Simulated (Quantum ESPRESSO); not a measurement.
# Gap and tunnelling decay at a withheld lattice constant: KMgF3, cubic perovskite type

**Set-up.** Quantum ESPRESSO 7.5 (pw.x, pwcond.x with ikind = 0), PBE, GBRV ultrasoft, cubic crystals. κ is the slowest decay along [001] at mid-gap among three points across the current.

| a (Å) | gap on the mesh (eV) | κ (1/Å) |
| --- | --- | --- |
| 3.905 | 7.802 | 0.557 |
| 4.030 | 7.074 | 0.538 |
| 4.279 | 5.887 | 0.502 |
| 4.403 | 5.396 | 0.487 |

One more run was made and is withheld. What are gap and κ at a = 4.154 Å?

**Worked estimate.** A line through the rows at 4.030 and 4.279 Å gives a gap of 7.074 + 0.498 × (5.887 − 7.074) = 6.48 eV and κ = 0.520 1/Å. The two-band model κ = 0.5123 √(m* E_g/4) needs m* = 0.624 at 4.030 Å; with that mass and the new gap, κ = 0.515 1/Å.

**Check.** The gap is 6.444 eV and κ = 0.520 1/Å. The line misses the gap by +0.039 eV and κ by +0.0 %; the two-band estimate misses κ by −1.0 %.

Caveats: The structure type is imposed. Local and semilocal gaps and decay constants are too small; no spin-orbit coupling. For an indirect gap m* is a fitting number alone.
